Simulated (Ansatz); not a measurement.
Consider ThBr4 (I4_1/amd).

Symmetry: I4_1/amd, No. 141, tetragonal system. Conventional cell: a = 8.931 Å, b = 8.931 Å, c = 7.963 Å, α = 90.00°, β = 90.00°, γ = 90.00°. Nearest to Th lie 8 Br at 2.85 to 3.12 Å. Br has 2 Th at 2.85 to 3.12 Å nearest. Farther neighbours and most contacts between anions are not listed.

```xyz
10
Lattice="-4.4655 4.4655 3.9815 4.4655 -4.4655 3.9815 4.4655 4.4655 -3.9815" Properties=species:S:1:pos:R:3 pbc="T T T"
Th    0.0000    0.0000    0.0000
Th    0.0000    4.4655    1.9908
Br    4.4655   -1.6880    3.3524
Br    1.6880    0.0000    5.3432
Br    4.4655    1.6880    3.3524
Br    2.7775    4.4655    1.3617
Br    0.0000    1.6880    2.6198
Br    6.1535    0.0000    0.6291
Br    4.4655    2.7775   -1.3617
Br    2.7775    0.0000    0.6291
```

The cell and positions come from the Crystallography Open Database and are kept as given unless a step says otherwise. The program's search for lower electronic states was switched off, so nothing shows that the state found is the lowest. Spin-orbit coupling is left out unless a run names it. PAW set soft_2, made with PBE.

A constrained-RPA run (Ansatz 0.2.0; non-magnetic LDA; Th f + anion p, bands v24 to c14, 2×2×2 mesh, medium accuracy) builds 38 functions on bands 7.7 eV wide, with 48.0 electrons in the window. The bare on-site interaction is 14.4 eV and the bare J 0.41 eV.

Estimate U, U′ and J.

On the Th f shell, U = 5.35 eV (37 % of the bare value), U′ = 4.71 eV, J = 0.30 eV.

The parent state is non-magnetic and the interaction static (zero frequency); U depends on the window and the orbitals, so it belongs to this model alone. Spin-orbit coupling, which is strong for atoms this heavy, is left out. A window that holds the anion p bands defines a model with explicit ligands; its U belongs to that model and is not the U of DFT+U. Coarse meshes can leave U off its limit, most where the target bands are metallic.

[Paths, hosts, dates, memory and timing lines, banners, echoed tables and standing remarks are left out of the program output.]

[Logs are printed without paths, hosts, clocks, repeated set-up lines and the standing remarks that a program may print on its own settings, such as how far it seeks lower states.]

[Runs of the session that timed out or met a known fault of the program may be left out.]

[Hosts, paths, dates, database ids (printed as entryN), source tags and the programs' standing remarks are cut or masked in the printed files.]
